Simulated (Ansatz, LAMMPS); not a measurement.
**A faulty run on liquid propylene carbonate at 300 K (117 atoms)**

Program: Ansatz 0.2.0. The cell: 36 C, 27 O and 54 H.

input.yaml reads:

```yaml
crystal:
  lattice:
    - [10.83035, 0.0, 0.0]
    - [0.0, 10.83035, 0.0]
    - [0.0, 0.0, 10.83035]
  atoms:
    - { symbol: C, position: [0.90804, 0.52597, 0.71766] }
    - { symbol: C, position: [0.95888, 0.3969, 0.69906] }
    - { symbol: C, position: [0.87672, 0.3138, 0.62648] }
    - { symbol: O, position: [0.90672, 0.34418, 0.50218] }
    - { symbol: C, position: [0.02608, 0.38839, 0.50591] }
    - { symbol: O, position: [0.08332, 0.40018, 0.41079] }
    - { symbol: O, position: [0.06768, 0.40366, 0.62301] }
    - { symbol: H, position: [0.8242, 0.52433, 0.76994] }
    - { symbol: H, position: [0.88559, 0.56971, 0.62965] }
    - { symbol: H, position: [0.974, 0.5878, 0.76243] }
    - { symbol: H, position: [0.97929, 0.35746, 0.79316] }
    - { symbol: H, position: [0.89079, 0.22056, 0.6463] }
    - { symbol: H, position: [0.77341, 0.3243, 0.62684] }
    - { symbol: C, position: [0.81203, 0.95198, 0.54314] }
    - { symbol: C, position: [0.76428, 0.86023, 0.63346] }
    - { symbol: C, position: [0.68181, 0.91786, 0.7241] }
    - { symbol: O, position: [0.56631, 0.91598, 0.66227] }
    - { symbol: C, position: [0.57829, 0.82611, 0.56792] }
    [... 93 atom lines left out ...]
    - { symbol: H, position: [0.10045, 0.62364, 0.03404] }
    - { symbol: H, position: [0.01178, 0.50411, 0.95639] }
    - { symbol: H, position: [0.17187, 0.5249, 0.9232] }
    - { symbol: H, position: [0.0827, 0.46034, 0.18629] }
    - { symbol: H, position: [0.14219, 0.2526, 0.14968] }
    - { symbol: H, position: [0.09683, 0.28378, 0.99648] }
kpoints:
  mp_grid: { grid: [1, 1, 1] }
hamiltonian:
  xc: pbe
  dispersion: d4
scf:
  occupations: { method: fixed }
  convergence: { dr2_threshold: 0.0 }
  max_iter: 80
output:
  forces: true
```

On the command line:

```bash
$ ansatz run input.yaml --threads 4 --pin off --max-ram 8192MiB --backend cpu --events-out ev --progress --plain --runs-dir out
```

The log of the run:

```text
Error: invalid value for `scf.convergence.dr2_threshold`: must be finite and > 0; got 0 eV
```

The job ended after 0.02 s (4 threads of Arm Neoverse V2, shared host; peak memory 0.031 GiB).

**Question.** What is wrong with this input, and how is it mended?

A threshold that can't be met: scf.convergence.dr2_threshold = 0.0.

The fix is to take out scf.convergence.dr2_threshold.

The program refused it before any cycle.

[Logs are printed without paths, hosts, clocks, repeated set-up lines and the standing remarks that a program may print on its own settings, such as how far it seeks lower states.]

[Hosts, paths, dates, database ids (printed as entryN), source tags and the programs' standing remarks are cut or masked in the printed files.]
